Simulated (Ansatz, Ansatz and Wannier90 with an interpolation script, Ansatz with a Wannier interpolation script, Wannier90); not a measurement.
An input for Ansatz 0.2.0 (SrTiO3 (Tausonite)):

```yaml
crystal:
  lattice:
    - [3.9443328, 0.0, 0.0]
    - [0.0, 3.9443328, 0.0]
    - [0.0, 0.0, 3.9443328]
  atoms:
    - { symbol: Sr, position: [0.5, 0.5, 0.5] }
    - { symbol: Ti, position: [0.0, 0.0, 0.0] }
    - { symbol: O, position: [0.5, 0.0, 0.0] }
    - { symbol: O, position: [0.0, 0.5, 0.0] }
    - { symbol: O, position: [0.0, 0.0, 0.5] }
kpoints:
  mp_grid: { grid: [4, 4, 4] }
hamiltonian:
  xc: lda
scf:
  occupations: { method: fixed }
gw:
  n_empty_bands: 206
  ecut_chi: 130.0
  qp_bands: [v9, c5]
  screening: { model: contour_deformation }
```

```sh
ansatz run input.yaml --threads 14 --pin off --max-ram 73728MiB --backend cpu --events-out ev --progress --plain --runs-dir out
```

Question: How long will it take on 14 threads of Arm Neoverse V2, shared host, and how much memory?

It took 23 s; on shared hardware allow 12 s to 46 s. Peak host memory was 1.1 GiB. The sizes that set the cost: 1213 plane waves a state, 10 irreducible k points, 226 bands summed, 203 plane waves in the screening and 7 SCF cycles.

The screening grows as filled bands × empty bands × pairs of k points, times the square of the screening basis for the matrix.

[Paths, hosts, dates, memory and timing lines, banners, echoed tables and standing remarks are left out of the program output.]

[Logs are printed without paths, hosts, clocks, repeated set-up lines and the standing remarks that a program may print on its own settings, such as how far it seeks lower states.]

[Runs of the session that timed out or met a known fault of the program may be left out.]

[Hosts, paths, dates, database ids (printed as entryN), source tags and the programs' standing remarks are cut or masked in the printed files.]
